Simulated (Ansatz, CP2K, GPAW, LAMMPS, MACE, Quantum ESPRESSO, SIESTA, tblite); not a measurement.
# Liquid Zn38Se23S15 at 2640 K (76 atoms): one structure in several programs

How near do other programs and methods come to a plane-wave reference for liquid Zn38Se23S15 at 2640 K (76 atoms)? A plane-wave run serves as the reference.

Calculated with Ansatz 0.2.0; Kohn-Sham DFT, PBE, PAW, plane waves.

### Step 1. Set-up

The cell holds 76 atoms: 38 Zn, 23 Se and 15 S. Cell: a = 11.922 Å, b = 11.922 Å, c = 11.922 Å, α = 90.0°, β = 90.0°, γ = 90.0°. 76 atoms (38 Zn, 23 Se, 15 S) placed at random at 4.69 g/cm³, melted at 2640 K for 10 ps at fixed volume with the Stillinger-Weber II-VI potential (Zhou et al., Phys. Rev. B 88, 085309 (2013)). Snapshot at the end of a hold of 5 ps at 2640 K and fixed volume.

### Step 2. Plane-wave reference

The PAW files are the set soft_2.

Input file input.yaml:

```yaml
crystal:
  lattice:
    - [11.9218, 0.0, 0.0]
    - [0.0, 11.9218, 0.0]
    - [0.0, 0.0, 11.9218]
  atoms:
    - { symbol: Zn, position: [0.34853, 0.01565, 0.18227] }
    - { symbol: Zn, position: [0.10537, 0.28323, 0.57893] }
    - { symbol: Zn, position: [0.88272, 0.07008, 0.88003] }
    - { symbol: Zn, position: [0.32808, 0.93937, 0.82776] }
    [... 66 atom lines left out ...]
    - { symbol: S, position: [0.74563, 0.23481, 0.53178] }
    - { symbol: S, position: [0.58692, 0.71105, 0.4156] }
    - { symbol: S, position: [0.96344, 0.45726, 0.49183] }
    - { symbol: S, position: [0.4243, 0.77664, 0.17237] }
    - { symbol: S, position: [0.289, 0.87466, 0.63995] }
    - { symbol: S, position: [0.31915, 0.233, 0.19279] }
kpoints:
  mp_grid: { grid: [1, 1, 1] }
hamiltonian:
  xc: pbe
scf:
  occupations: { method: fermi_dirac, width: 0.05 }
output:
  forces: true
  eigenvalues: true
  populations: true
  stress: true
```

Launch:

```bash
> ansatz run input.yaml --threads 4 --pin off --max-ram 8192MiB --backend cpu --events-out ev --progress --plain --runs-dir out
```

Numbers of over 12 decimals in the logs are rounded to 6 here.

The program printed:

```text
[...]
Pseudopotentials: kind: paw
Pseudopotential: Zn, paw, valence charge 12, recommended cutoff 420 eV (normal), Zn.paw.azcp
Pseudopotential: Se, paw, valence charge 16, recommended cutoff 420 eV (normal), Se.paw.azcp
Pseudopotential: S, paw, valence charge 6, recommended cutoff 420 eV (normal), S.paw.azcp
[... 5 lines on functional and potentials left out ...]
Crystal: 76 atoms, lattice volume = 1694.437 Å³
Basis set: ecut = 420 eV, 33059 PW (Γ), exchange–correlation on 160×160×160 points (8 copies of the dense FFT grid, shifted against one another)
Bands: 549, of which v1, the nominal top of the filled ones, is band 457 counted from 1 (456 counted from 0)
Symmetry: 1 space group operations
Space group: P1 (ITA 1), of the structure as read, at distance tolerance 1.2e-4 Å
k-points: 1
[... 7 lines on functional and potentials left out ...]
Initial density: superposition of atomic densities (neutral atoms: chi_scale 0, normalization atom), corrected by the library's trained network
Initial wavefunctions: pseudopotential atomic-orbital guess
[...]
SCF iter   1: F=—  HF=-265440.491353 eV  |F-HF|=—  |Δ(HF+E_count)|=         —  Δρ=4.13e-3  dr2=9.97e-1  ethr=1.77e-3  ⟨swp⟩=6.0  Hψ=2192  notcnv=0  defer=12
preconditioner: auto → LDOS  [metal: Δε(μ)=0.050 eV  Ē_g=9.588 eV  σ=0.050 eV  W_gap=0.25  n_scr=436 (ndim 8)  ℏωp=23.6 eV  f_vac=0.040  D(μ)=28.81/eV (n_scr^D=170)  β→1.0]
[...]
SCF iter  11: F=—  HF=-265440.375161 eV  |F-HF|=—  |Δ(HF+E_count)|=   1.18e-7  Δρ=2.64e-6  dr2=2.06e-7  ethr=1.15e-10  ⟨swp⟩=2.0  Hψ=792  notcnv=0  defer=65
SCF iter  12: F=-265440.375161 eV  HF=-265440.375161 eV  |F-HF|=6.36e-8  |Δ(HF+E_count)|=   1.46e-8  Δρ=1.40e-6  dr2=7.18e-8  ethr=1.09e-11  ⟨swp⟩=10.0  Hψ=2339  notcnv=0
SCF 1 converged in 12 iterations: F = -265440.375161 eV  dr2 = 7.18e-8
[...]
SCF converged after 12 iterations
Free energy (F): -265440.375161 eV
Harris-Foulkes:  -265440.375161 eV  (|F-HF|=6.36e-8)
Internal energy: -265440.108441 eV  (E = F + TS)
E sigma→0 (E₀):  -265440.241801 eV
Entropy (-TS):   -0.266720 eV (-3.509 meV/atom)
Fermi energy:    6.887905 eV
--- Per-component energies (eV) ---
[...]
Σ components = -265440.375161   (vs F -265440.375161, Δ=0.00e0)
--- Forces (eV/Å), atoms counted from 1 ---
  atom   1  Zn    -0.04431506     0.29723359     0.99880337
  atom   2  Zn     0.82276544     0.07794072     0.10078603
  atom   3  Zn    -0.10905244     0.21742526    -0.11252795
  atom   4  Zn    -1.16935298     0.16663702    -1.68345748
[...]
atom  76  S      1.13425750    -0.55645413    -1.11875829
  max |Σ_I F_I| component: 8.67e-5 eV/Å
--- Stress (GPa, compression-positive) ---
       -1.108613      -0.139750       0.245032
       -0.139750      -1.557507       0.228468
        0.245032       0.228468      -3.090226
  P = ⅓ Tr σ = -1.9188 GPa (-19.188 kbar)
--- Band table (eV) ---
  k-point 0: bands = ["-41.8982", "-41.8596", "-41.8200", "-41.6712", [... 533 levels ...], "12.3498", "12.3885", "12.4506", "12.4592", "12.5332", "12.6217", "12.6360", "12.6707", "12.7128", "12.7328", "12.7544", "12.8178"]
--- Löwdin populations: 76 sites ---
  site symbol       q [e]
     0     Zn     10.8695
     1     Zn     11.0228
     2     Zn     11.3558
[...]
75      S      6.8653
  spilling = 0.009847 (of n_electrons = 914.000000)
```

Wall time 39 s (4 threads of Arm Neoverse V2, shared host); peak memory 2.7 GiB.

In the SCF lines HF is the Harris–Foulkes energy and dr2 the Hartree energy of the density residual, in eV; the loop may stop once dr2 is under the threshold and the program's other checks hold. Hψ counts applications of the Hamiltonian.

Read from the output:

- free energy: -265440.3752 eV
- free energy per atom: -3492.6365 eV/atom
- SCF cycles: 12
- pressure: -1.919 GPa
- r.m.s. force component: 0.7055 eV/Å
- longest force: 3.13 eV/Å
- Fermi energy: 6.888 eV
- levels partly filled by over 2 per cent: 5
- spilling of the projection: 0.009847

Length of the force by element:

| element | coordination | atoms | mean length of the force (eV/Å) | spread | least | most |
| --- | --- | --- | --- | --- | --- | --- |
| S | all | 15 | 1.58 | 0.701 | 0.566 | 3.13 |
| Se | all | 23 | 1.05 | 0.557 | 0.0744 | 2.44 |
| Zn | all | 38 | 0.820 | 0.538 | 0.169 | 2.52 |

The levels nearest the highest filled one (over half full), pooled over k-points and spins:

| level less the highest filled one (eV) | occupation |
| --- | --- |
| -0.254 | 1.99 |
| -0.223 | 1.99 |
| -0.197 | 1.98 |
| -0.0946 | 1.83 |
| -0.0781 | 1.77 |
| 0 | 1.23 |
| 0.0353 | 0.885 |
| 0.111 | 0.297 |
| 0.239 | 0.027 |
| 0.327 | 0.005 |
| 0.358 | 0.003 |
| 0.413 | 0.001 |

The run ends at a pressure of -1.92 GPa, with forces up to 3.1 eV/Å.

### Step 3. The other programs

The programs:
- CP2K 2026.2: Gaussian basis with GTH pseudopotentials and a plane-wave density; labels give functional, basis (MOLOPT sets; SR short-range, UZH the newer set with its own potentials), grid cutoff/relative cutoff and solver (OT: orbital transformation; TRS4, TC2, SIGN: linear-scaling purification with its sparsity filter), or its built-in tight binding.
- GPAW 26.7.0: PAW with atomic orbitals (LCAO), plane waves or a real-space grid of spacing h.
- MACE: machine-learned potential, published weights.
- Quantum ESPRESSO 7.5: plane waves; labels (QE) give functional, pseudopotential set and cutoffs of waves/density.
- SIESTA 5.4.2: numerical atomic orbitals, whose automatically made sets are far from complete, with PseudoDojo norm-conserving potentials that we converted to its format (checked against plane waves on the same files for H, C, O, Si, Ge and Ca alone); labels give functional, basis size, energy shift and mesh cutoff.
- tblite 0.8.0: extended tight binding, driven from Python.

All use the same cell and atoms; the electronic-structure runs use the same k-mesh, and an electronic temperature of 580 K (0.05 eV) where levels are smeared.

Differences are against the plane-wave reference, forces as r.m.s. over components; share is that over the reference's r.m.s. force, slope the least-squares factor from reference forces to these. Total energies of different programs have different zeros and aren't compared.

| run | Δ force, r.m.s. (meV/Å) | share (%) | slope | Δ pressure (GPa) | cores | CPU time | memory (GiB) |
| --- | --- | --- | --- | --- | --- | --- | --- |
| reference | - | - | - | - | 4 | 2.3 min | 2.7 |
| CP2K PBE, DZVP-MOLOPT-SR, 400/50 Ry, diagonalisation (coarse) | 185 | 26.3 | 1.041 | 0.999 | 4 | 5.4 min | 4.8 |
| CP2K PBE, DZVP-MOLOPT-SR, 560/50 Ry, diagonalisation (coarse) | 50.7 | 7.19 | 1.032 | 0.425 | 4 | 6.3 min | 7.1 |
| CP2K PBE, DZVP-MOLOPT-SR, 800/50 Ry, diagonalisation | 43.7 | 6.19 | 1.032 | 0.429 | 2 | 6.1 min | 8.1 |
| GPAW PBE, LCAO dzp, h 0.2 Å | 52.2 | 7.40 | 1.015 | - | 1 | 4.5 min | 1.9 |
| GPAW PBE, LCAO sz(dzp), h 0.2 Å (coarse) | 348 | 49.4 | 1.119 | - | 1 | 1.9 min | 1.6 |
| GPAW PBE, LCAO szp(dzp), h 0.2 Å (coarse) | 95.2 | 13.5 | 1.007 | - | 1 | 3.2 min | 1.8 |
| MACE MP-0b2 small potential | 219 | 31.0 | 0.971 | 0.392 | 1 | 5.1 s | 0.68 |
| MACE MP-0b3 medium potential | 204 | 28.9 | 0.975 | 0.115 | 1 | 5.3 s | 0.9 |
| MACE MPA-0 medium potential | 148 | 20.9 | 0.992 | 0.0777 | 1 | 5.4 s | 0.89 |
| QE PBE, sssp-1.3.0-efficiency, 45/360 Ry | 7.26 | 1.03 | 1.001 | -0.222 | 4 | 32 min | 4.5 |
| SIESTA PBE, DZP, shift 0.01 Ry, mesh 500 Ry | 240 | 34.1 | 1.118 | -2.58 | 2 | 5 min | 1.9 |
| SIESTA PBE, DZP, shift 0.04 Ry, mesh 500 Ry (coarse) | 468 | 66.3 | 1.179 | -26.0 | 2 | 3.4 min | 1.4 |
| SIESTA PBE, SZP, shift 0.01 Ry, mesh 500 Ry (coarse) | 399 | 56.6 | 1.226 | -7.81 | 2 | 4.1 min | 1.7 |
| tblite GFN1-xTB | 327 | 46.3 | 0.783 | 4.18 | 1 | 3.7 s | 0.13 |

Rows marked coarse were listed beforehand as settings not expected to be converged; some can still land near the reference.

Times of the machine-learned potentials are mostly Python's start and the loading of weights.

CPU time is summed over cores on a shared host, where runs went side by side, so it is rough. Symmetry, cutoffs, thresholds, outputs and thread counts weren't matched or tuned between programs; memory under MPI is the largest rank's times the ranks.

Mean charges by element (e), by run and scheme:

| run | scheme | Zn | Se | S |
| --- | --- | --- | --- | --- |
| CP2K PBE, DZVP-MOLOPT-SR, 560/50 Ry, diagonalisation | Mulliken | -0.03 | -0.03 | +0.12 |
| CP2K PBE, DZVP-MOLOPT-SR, 560/50 Ry, diagonalisation | Hirshfeld | +0.22 | -0.21 | -0.24 |
| CP2K PBE, DZVP-MOLOPT-SR, 800/50 Ry, diagonalisation | Mulliken | -0.03 | -0.03 | +0.12 |
| CP2K PBE, DZVP-MOLOPT-SR, 800/50 Ry, diagonalisation | Hirshfeld | +0.22 | -0.21 | -0.24 |
| SIESTA PBE, DZP, shift 0.01 Ry, mesh 500 Ry | Hirshfeld | +0.53 | -0.52 | -0.54 |
| tblite GFN1-xTB | Mulliken | +0.12 | -0.05 | -0.24 |

Within one program, basis, potentials and functional, energies share a zero. Each run against its twin at the usual cutoff or grid and solver:

| run | twin | Δ energy (meV/atom) | Δ force, r.m.s. (meV/Å) | CPU time over the twin's |
| --- | --- | --- | --- | --- |
| CP2K PBE, DZVP-MOLOPT-SR, 400/50 Ry, diagonalisation | DZVP-MOLOPT-SR, 800/50 Ry, diagonalisation | -10.6 | 181 | 0.88 (this twin ran on 2 cores) |
| CP2K PBE, DZVP-MOLOPT-SR, 560/50 Ry, diagonalisation | DZVP-MOLOPT-SR, 800/50 Ry, diagonalisation | 0.156 | 38.4 | 1.0 (this twin ran on 2 cores) |

### Step 4. What came out

* reference r.m.s. force component: 0.706 eV/Å
* nearest in forces: QE PBE, sssp-1.3.0-efficiency, 45/360 Ry, 1.0 %
* farthest in forces: SIESTA PBE, DZP, shift 0.04 Ry, mesh 500 Ry (coarse), 66 %
* cheapest electronic-structure run beside the reference: tblite GFN1-xTB, 3.7 s of CPU time

PBE on plane waves or a grid with other potentials, cutoffs or grids, coarse settings apart, differs from the reference by 1.0 % (QE PBE, sssp-1.3.0-efficiency, 45/360 Ry) of the r.m.s. force; this holds the reference's own error, so differences of a few per cent don't tell which side is nearer the exact PBE result (QE's 45 Ry are 612 eV, against the reference's 420 eV). The PBE runs in local orbitals, coarse settings apart, differ by 6.2 % (CP2K PBE, DZVP-MOLOPT-SR, 800/50 Ry, diagonalisation) to 34 % (SIESTA PBE, DZP, shift 0.01 Ry, mesh 500 Ry); basis, grid and potentials can all enter. Tight binding differs by 46 % (tblite GFN1-xTB); it is another model, with fitted parameters of its own, and the xTB methods hold dispersion. Machine-learned potentials differ by 21 % (MACE MPA-0 medium potential) to 31 % (MACE MP-0b2 small potential); they were trained on other programs' data. Runs with settings chosen to be coarse differ by 7.2 % (CP2K PBE, DZVP-MOLOPT-SR, 560/50 Ry, diagonalisation) to 66 % (SIESTA PBE, DZP, shift 0.04 Ry, mesh 500 Ry), their programs' other errors included. One electronic-structure run takes under half the reference's CPU time: tblite GFN1-xTB, at 46 % in 3.7 s against 2.3 min; its pressure misses by +4.2 GPa. SIESTA PBE, DZP, shift 0.01 Ry, mesh 500 Ry stiffens the forces by a factor of 1.12 while following their directions (correlation 0.961). In pressure, SIESTA PBE, DZP, shift 0.04 Ry, mesh 500 Ry misses by -26.0 GPa, at the same functional. Charges hang on model, scheme and program or settings: among these rows the mean for S runs from -0.54 to +0.12 e, even in sign. In the reference: 5 levels are partly filled, by over 2 % (at Γ alone): at this level the cell shows no clear gap. Periodic xTB results under one method name differ between programs and library versions. The potentials hold different valence shells: 914 electrons in the reference, 684 in GPAW, 988 in Quantum ESPRESSO with SSSP, 1218 in SIESTA and 684 in CP2K with DZVP-MOLOPT-SR; this bears on time and differences. The frame stands for 2640 K, but pressures are static and levels are smeared at 580 K, under the temperature of the frame, which matters where levels are partly filled. Machine-learned potentials mimic data converged in k, so the reference's own k-point error enters their differences. The network of bonds at the start is that of the classical potential that made the cell, and needn't be the one that DFT or experiment would give. The electronic-structure runs sample only Γ, in a cell whose shortest periodic width is 12 Å, which is coarse for a cell with partly filled levels.

[Also dropped from logs without a mark: logging warnings of Python, and SIESTA's first energy breakdown and zero terms.]

[Logs are printed without paths, hosts, clocks, repeated set-up lines and the standing remarks that a program may print on its own settings, such as how far it seeks lower states.]

[Hosts, paths, dates, database ids (printed as entryN), source tags and the programs' standing remarks are cut or masked in the printed files.]
